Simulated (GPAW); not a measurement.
**Near-edge structure at the Ni K edge of BaNi2P4 (I4/mmm)**

What does one-electron theory with a core hole give for the Ni K edge of BaNi2P4 (I4/mmm)?

Main program and level: GPAW 26.7.0; X-ray absorption from dipole matrix elements to empty bands, plane-wave PAW LDA.

This is a report of a sequence of runs, with most program output left out.

## Step 1: The starting structure

The structure is tetragonal, space group I4/mmm (No. 139). The conventional cell has a = 6.531 Å, b = 6.531 Å, c = 5.765 Å, α = 90.00°, β = 90.00°, γ = 90.00°. Nearest to Ba lie 16 P at 3.29 to 3.67 Å and 8 Ni at 3.57 Å. Ni has 4 P at 2.21 Å and 2 Ni at 2.88 Å and 4 Ba at 3.57 Å nearest. Nearest to P lie 2 Ni at 2.21 Å and 4 P at 2.24 to 3.36 Å and 4 Ba at 3.29 to 3.67 Å. Farther neighbours are not listed.

Structure file:

```cif
data_structure
_symmetry_space_group_name_H-M 'P 1'
_symmetry_Int_Tables_number 1
_cell_length_a 5.4441
_cell_length_b 5.4441
_cell_length_c 5.4441
_cell_angle_alpha 106.280
_cell_angle_beta 106.280
_cell_angle_gamma 116.062
_cell_volume 122.96
loop_
_atom_site_label
_atom_site_type_symbol
_atom_site_fract_x
_atom_site_fract_y
_atom_site_fract_z
_atom_site_occupancy
Ba1 Ba 0.00000 0.00000 0.00000 1
Ni2 Ni 0.75000 0.25000 0.50000 1
Ni3 Ni 0.25000 0.75000 0.50000 1
P4 P 0.25715 0.50000 0.75715 1
P5 P 0.50000 0.25715 0.75715 1
P6 P 0.50000 0.74285 0.24285 1
P7 P 0.74285 0.50000 0.24285 1
```

## Step 2: Ground state of the crystal

A plain self-consistent run shows whether there is a gap and which moments survive; both decide the set-up of the core-hole run.

Input file scf.py:

```python
import numpy as np
from ase import Atoms
from ase.parallel import parprint, paropen
from gpaw import GPAW, PW, FermiDirac, Mixer, MixerDif, setup_paths
from gpaw.test import gen
setup_paths.insert(0, '.')
gen('Ni', name='nch1s', xcname='LDA', corehole=(1, 0, 0), write_xml=True)
from gpaw.mpi import world
world.barrier()

atoms = Atoms('BaNi2P4',
    cell=[[-3.2656907, 3.2656907, 2.88242668],
     [3.2656907, -3.2656907, 2.88242668],
     [3.2656907, 3.2656907, -2.88242668]],
    scaled_positions=[[0, 0, 0],
     [0.75, 0.25, 0.5],
     [0.25, 0.75, 0.5],
     [0.25714661, 0.5, 0.75714661],
     [0.5, 0.25714661, 0.75714661],
     [0.5, 0.74285339, 0.24285339],
     [0.74285339, 0.5, 0.24285339]],
    magmoms=[0.0, 2.0, 2.0, 0.0, 0.0, 0.0, 0.0],
    pbc=True)
atoms.calc = calc = GPAW(legacy_gpaw=True, mode=PW(430, force_complex_dtype=True), xc='LDA', setups={1: 'nch1s'},
    kpts={'size': (5, 5, 5), 'gamma': True}, occupations=FermiDirac(0.05),
    charge=0, mixer=MixerDif(0.05, 8, 50), maxiter=150,
    convergence={'density': 0.0001, 'eigenstates': 1e-6}, txt='scf.txt')
energy = atoms.get_potential_energy() + calc.get_reference_energy()
ef = calc.get_fermi_level()
out = dict(energy=energy, fermi=ef, forces=atoms.get_forces().tolist(), magmoms=atoms.get_magnetic_moments().tolist())
parprint(f'all-electron energy {energy:.4f} eV, Fermi level {ef:.4f} eV')
ev = np.array([[calc.get_eigenvalues(k, s) for k in range(len(calc.get_ibz_k_points()))] for s in range(calc.get_number_of_spins())])
out['homo'], out['lumo'], out['counts'] = ev[ev < ef].max(), ev[ev > ef].min(), sorted(set((ev < ef).sum((0, 2)).tolist()))
out['filled'] = (ev[:, 0] < ef).sum(1).tolist()
import json
with paropen('out.json', 'w') as f:
    json.dump(out, f)
```

Launch:

```sh
$ OMP_NUM_THREADS=1 mpirun -n 4 gpaw python scf.py
```

Wall time 33 s (4 MPI ranks of Intel Xeon Platinum 8488C (Sapphire Rapids), shared host); peak memory 0.3 GiB; 2.2 min of CPU time.

The mesh shows no gap, so the system is treated as a metal and the core electron is put at the Fermi level (neutral cell).

## Step 3: Cell without a hole, the energy reference

The photon energy needs a difference of total energies, so the cell and mesh of the coming hole run are first run without a hole.

Edit scf.py of step 2 so:

```diff
@@ -24,3 +24,3 @@
 atoms.calc = calc = GPAW(legacy_gpaw=True, mode=PW(430, force_complex_dtype=True), xc='LDA', setups={1: 'nch1s'},
-    kpts={'size': (5, 5, 5), 'gamma': True}, occupations=FermiDirac(0.05),
+    kpts={'size': (6, 6, 6), 'gamma': True}, occupations=FermiDirac(0.1),
     charge=0, mixer=MixerDif(0.05, 8, 50), maxiter=150,
```

It took 42 s on 4 MPI ranks; peak memory 0.32 GiB; 2.7 min of CPU time.

Reference energy: -340847.711 eV with the cores included.

## Step 4: Spectrum with XCH, Ni atom 2

The holes are 5.4 Å apart. In GPAW the data set carries the hole's charge, so charge=0 means a charged cell and charge=-1 a neutral one. The excited electron is kept in the cell, where it fills the lowest empty states and screens the hole. After the field has converged, empty bands are computed with the density fixed and the dipole matrix elements are summed.

The absorber has 4 P at 2.21 Å (distorted tetrahedral, site symmetry -4m2).

Input file xas.py:

```python
import numpy as np
from ase import Atoms
from ase.parallel import parprint, paropen
from gpaw import GPAW, PW, FermiDirac, Mixer, MixerDif, setup_paths
from gpaw.test import gen
setup_paths.insert(0, '.')
gen('Ni', name='fch1s', xcname='LDA', corehole=(1, 0, 1), write_xml=True)
from gpaw.mpi import world
world.barrier()

atoms = Atoms('BaNi2P4',
    cell=[[-3.2656907, 3.2656907, 2.88242668],
     [3.2656907, -3.2656907, 2.88242668],
     [3.2656907, 3.2656907, -2.88242668]],
    scaled_positions=[[0, 0, 0],
     [0.75, 0.25, 0.5],
     [0.25, 0.75, 0.5],
     [0.25714661, 0.5, 0.75714661],
     [0.5, 0.25714661, 0.75714661],
     [0.5, 0.74285339, 0.24285339],
     [0.74285339, 0.5, 0.24285339]],
    magmoms=[0.0, 2.0, 2.0, 0.0, 0.0, 0.0, 0.0],
    pbc=True)
atoms.calc = calc = GPAW(legacy_gpaw=True, mode=PW(430, force_complex_dtype=True), xc='LDA', setups={1: 'fch1s'},
    kpts={'size': (6, 6, 6), 'gamma': True}, occupations=FermiDirac(0.1),
    charge=-1, mixer=MixerDif(0.05, 8, 50), maxiter=150,
    convergence={'density': 0.0001, 'eigenstates': 1e-6}, txt='scf.txt')
energy = atoms.get_potential_energy() + calc.get_reference_energy()
ef = calc.get_fermi_level()
out = dict(energy=energy, fermi=ef, forces=atoms.get_forces().tolist(), magmoms=atoms.get_magnetic_moments().tolist())
parprint(f'all-electron energy {energy:.4f} eV, Fermi level {ef:.4f} eV')
ev = np.array([[calc.get_eigenvalues(k, s) for k in range(len(calc.get_ibz_k_points()))] for s in range(calc.get_number_of_spins())])
out['homo'], out['lumo'], out['counts'] = ev[ev < ef].max(), ev[ev > ef].min(), sorted(set((ev < ef).sum((0, 2)).tolist()))
out['filled'] = (ev[:, 0] < ef).sum(1).tolist()

from ase.units import Ha
from gpaw.xas import dipole_matrix_elements
nb = int(calc.get_number_of_electrons() / 2) + 86
top, nb = nb, nb + 8 + nb // 12
nscf = calc.fixed_density(kpts={'size': (6, 6, 6), 'gamma': True}, nbands=nb,
    convergence={'bands': top, 'eigenstates': 5e-3}, maxiter=60, txt='nscf.txt')
cell = atoms.cell.array
ops = [cell.T @ U.T @ np.linalg.inv(cell.T) for U in nscf.wfs.kd.symmetry.op_scc]
E = np.arange(-6, 34, 0.1)
fwhm = np.interp(E, [4, 25], [1.44, 3.5])
Y, X, zero, highest = 0, 0, 1e9, 1e9
for spin in range(nscf.get_number_of_spins()):
    wfs = nscf.wfs
    mine = wfs.bd.get_slice()  # this rank's bands
    A = dipole_matrix_elements(wfs.setups[1])
    eps = np.zeros((wfs.kd.nibzkpts, nb))
    d = np.zeros((3, A.shape[1], wfs.kd.nibzkpts, nb), complex)
    for kpt in wfs.kpt_u:
        if kpt.s == spin and 1 in kpt.P_ani:
            eps[kpt.k, mine] = kpt.eps_n * Ha
            d[:, :, kpt.k, mine] = (kpt.weight * wfs.nspins / 2) ** 0.5 * np.inner(A, kpt.P_ani[1])
    world.sum(eps)
    world.sum(d)
    T = np.einsum('amkn,bmkn->abkn', d, d.conj()).real
    T = sum(np.einsum('ai,ijkn,bj->abkn', R, T, R) for R in ops) / len(ops)
    empty = eps > ef
    zero, highest = min(zero, eps[empty].min()), min(highest, eps[:, top - 1].min())
    lines = [(eps, T, empty)] if spin == 0 else lines + [(eps, T, empty)]
for eps, T, empty in lines:
    f = np.einsum('aakn->akn', T).reshape(3, -1)
    x = eps.ravel() - zero
    w = np.interp(x, E, fwhm) / 2.35482
    g = np.exp(-0.5 * ((E[:, None] - x) / w) ** 2) / (w * (2 * np.pi) ** 0.5)
    Y = Y + (f * empty.ravel()) @ g.T
    X = X + (f * ~empty.ravel()) @ g.T
out.update(E=E.round(2).tolist(), xas=Y.tolist(), xes=X.tolist(), zero=zero, valid=highest - zero, nk=len(eps), nb=nb)
for i in range(0, len(E), 10):
    parprint(f'{E[i]:7.2f}', *(f'{v:10.3e}' for v in Y[:, i]))
import json
with paropen('out.json', 'w') as f:
    json.dump(out, f)
```

Launch:

```sh
$ OMP_NUM_THREADS=1 mpirun -n 4 gpaw python xas.py
```

Elapsed: 92 s, on 4 MPI ranks; peak memory 0.49 GiB; 6.1 min of CPU time.

The Ni K spectrum, Ni atom 2, excited-electron core hole (neutral cell) (energy from the lowest empty level; intensity scaled to a mean of 1 over the first 20 eV; polarised curves are means over the symmetry-equivalent atoms):

```csv
E (eV),isotropic,ε ⊥ c,ε ∥ c
-2.0,0.00,0.00,0.00
-1.5,0.00,0.00,0.00
-1.0,0.02,0.02,0.02
-0.5,0.07,0.07,0.07
0.0,0.15,0.14,0.15
0.5,0.22,0.21,0.26
1.0,0.27,0.23,0.37
1.5,0.30,0.24,0.43
2.0,0.38,0.31,0.50
2.5,0.53,0.46,0.66
3.0,0.67,0.60,0.80
3.5,0.73,0.64,0.90
4.0,0.75,0.63,1.01
4.5,0.78,0.62,1.09
5.0,0.81,0.67,1.09
5.5,0.88,0.78,1.08
6.0,1.00,0.95,1.08
6.5,1.12,1.15,1.06
7.0,1.19,1.29,0.99
7.5,1.20,1.35,0.91
8.0,1.18,1.32,0.90
8.5,1.16,1.25,0.98
9.0,1.17,1.20,1.11
9.5,1.20,1.20,1.22
10.0,1.24,1.23,1.27
10.5,1.27,1.28,1.27
11.0,1.28,1.30,1.24
11.5,1.27,1.31,1.20
12.0,1.25,1.29,1.18
12.5,1.23,1.25,1.18
13.0,1.18,1.20,1.14
13.5,1.11,1.13,1.07
14.0,1.04,1.06,1.00
14.5,1.01,1.02,0.98
15.0,1.01,1.02,1.00
15.5,1.05,1.05,1.04
16.0,1.10,1.11,1.06
16.5,1.15,1.19,1.07
17.0,1.20,1.26,1.07
17.5,1.24,1.32,1.07
18.0,1.26,1.35,1.08
18.5,1.27,1.36,1.10
19.0,1.27,1.35,1.12
19.5,1.26,1.33,1.13
20.0,1.25,1.30,1.15
20.5,1.25,1.29,1.18
21.0,1.25,1.27,1.21
21.5,1.25,1.25,1.24
22.0,1.24,1.23,1.28
22.5,1.23,1.20,1.30
23.0,1.22,1.18,1.31
23.5,1.20,1.15,1.31
24.0,1.18,1.13,1.29
24.5,1.17,1.12,1.27
25.0,1.15,1.11,1.25
25.5,1.15,1.11,1.25
26.0,1.16,1.11,1.27
26.5,1.19,1.12,1.32
27.0,1.21,1.13,1.39
27.5,1.24,1.14,1.46
28.0,1.27,1.14,1.52
28.5,1.28,1.15,1.55
29.0,1.29,1.15,1.55
29.5,1.28,1.16,1.52
30.0,1.27,1.16,1.48
30.5,1.25,1.16,1.42
31.0,1.23,1.17,1.36
31.5,1.21,1.17,1.30
32.0,1.20,1.18,1.24
```

Main maxima below 30 eV (height): 7.4 eV (1.20), 10.9 eV (1.28), 18.6 eV (1.27) and 28.9 eV (1.29). A K edge sees empty p states, which here mix into the lowest empty bands, so that weight starts at the zero.

The total-energy difference is 8312.18 eV. The tabulated edge of the element is 8333 eV. The functional leaves an error in such absolute values: in the free atom LDA prices this hole 17.6 eV below PBE (computed apart), and PBE is itself good to a few eV.

## Step 5: Spectrum with FCH, Ni atom 2

The holes are 5.4 Å apart. In GPAW the data set carries the hole's charge, so charge=0 means a charged cell and charge=-1 a neutral one. The excited electron is left out and a uniform background balances the charge. After the field has converged, empty bands are computed with the density fixed and the dipole matrix elements are summed.

Changed against the first core-hole run: core hole to FCH.

Edit xas.py of step 4 so:

```diff
@@ -25,3 +25,3 @@
     kpts={'size': (6, 6, 6), 'gamma': True}, occupations=FermiDirac(0.1),
-    charge=-1, mixer=MixerDif(0.05, 8, 50), maxiter=150,
+    charge=0, mixer=MixerDif(0.05, 8, 50), maxiter=150,
     convergence={'density': 0.0001, 'eigenstates': 1e-6}, txt='scf.txt')
```

Wall time 1.8 min (4 MPI ranks); peak memory 0.49 GiB; 7 min of CPU time.

```csv
E (eV),first run,this run
-2.0,0.00,0.00
-1.0,0.02,0.03
0.0,0.15,0.21
1.0,0.27,0.30
2.0,0.38,0.30
3.0,0.67,0.51
4.0,0.75,0.76
5.0,0.81,0.79
6.0,1.00,0.90
7.0,1.19,1.11
8.0,1.18,1.22
9.0,1.17,1.19
10.0,1.24,1.23
11.0,1.28,1.31
12.0,1.25,1.32
13.0,1.18,1.27
14.0,1.04,1.16
15.0,1.01,1.04
16.0,1.10,1.07
17.0,1.20,1.17
18.0,1.26,1.25
19.0,1.27,1.30
20.0,1.25,1.30
21.0,1.25,1.29
22.0,1.24,1.29
23.0,1.22,1.27
24.0,1.18,1.24
25.0,1.15,1.20
26.0,1.16,1.18
27.0,1.21,1.21
28.0,1.27,1.27
29.0,1.29,1.31
30.0,1.27,1.31
31.0,1.23,1.28
32.0,1.20,1.24
```

The scaled spectrum changes by 5 % r.m.s. The highest intensity below 24 eV goes from 10.9 eV (1.28) to 11.5 eV (1.33).

The photon energy of the zero moves by -0.24 eV.

## Step 6: Outcome

- absorber and edge: Ni K, atom 2 of the ground-state input (counted from 1)
- surroundings: 4 P at 2.21 Å (distorted tetrahedral, site symmetry -4m2)
- highest intensity below 24 eV: 10.9 eV above the zero, height 1.28
- photon energy of the zero (spin-polarised hole, raw): 8312.2 eV (LDA puts this hole about 18 eV below PBE, itself good to a few eV)

The Ni K edge of atom 2, with 4 P at 2.21 Å (distorted tetrahedral, site symmetry -4m2), has its highest intensity of the first 24 eV at 10.9 eV above the zero, near 8323 eV in photon energy (LDA puts this hole about 18 eV below PBE, itself good to a few eV), 1.3 times the mean level of the first 20 eV (Gaussian full width 1.44 eV up to 4 eV, rising linearly to 3.5 eV at 25 eV). Changing the core hole to FCH alters the shape by 5 % r.m.s., so the result is insensitive to this choice. At the Ni K edge of atom 2 polarisation matters most near 4.6 eV, where the curves differ by 0.5 on this scale. The hole lies in one spin channel, while the script sums the empty states of both and takes the lower zero; where the two channels are split, this blurs and shifts the curve. Quadrupole 1s→3d transitions, which feed the pre-edge, are not in the dipole spectrum. The starting moments shrank to 0.00 μB or less, so this is hardly a magnetic state. The holes are only 5.4 Å apart, so the shape is probably not converged with cell size; no larger cell was run here. Lifetime broadening is put in by hand, and intensities beyond about 20 eV depend on it and on the partial waves. The structure is a computed Materials Project entry and may be a hypothetical form.

[Logs are printed without paths, hosts, clocks, repeated set-up lines and the standing remarks that a program may print on its own settings, such as how far it seeks lower states.]

[Hosts, paths, dates, database ids (printed as entryN), source tags and the programs' standing remarks are cut or masked in the printed files.]

[Lists of maxima count a maximum above −3 eV only where it reaches 4 % of the highest in the window and stands out from its surroundings by 2 % of it (1.5 % where it reaches 55 %); shoulders and weaker maxima are passed over, and of the rest the first, up to two pre-edge ones and the few strongest are named.]
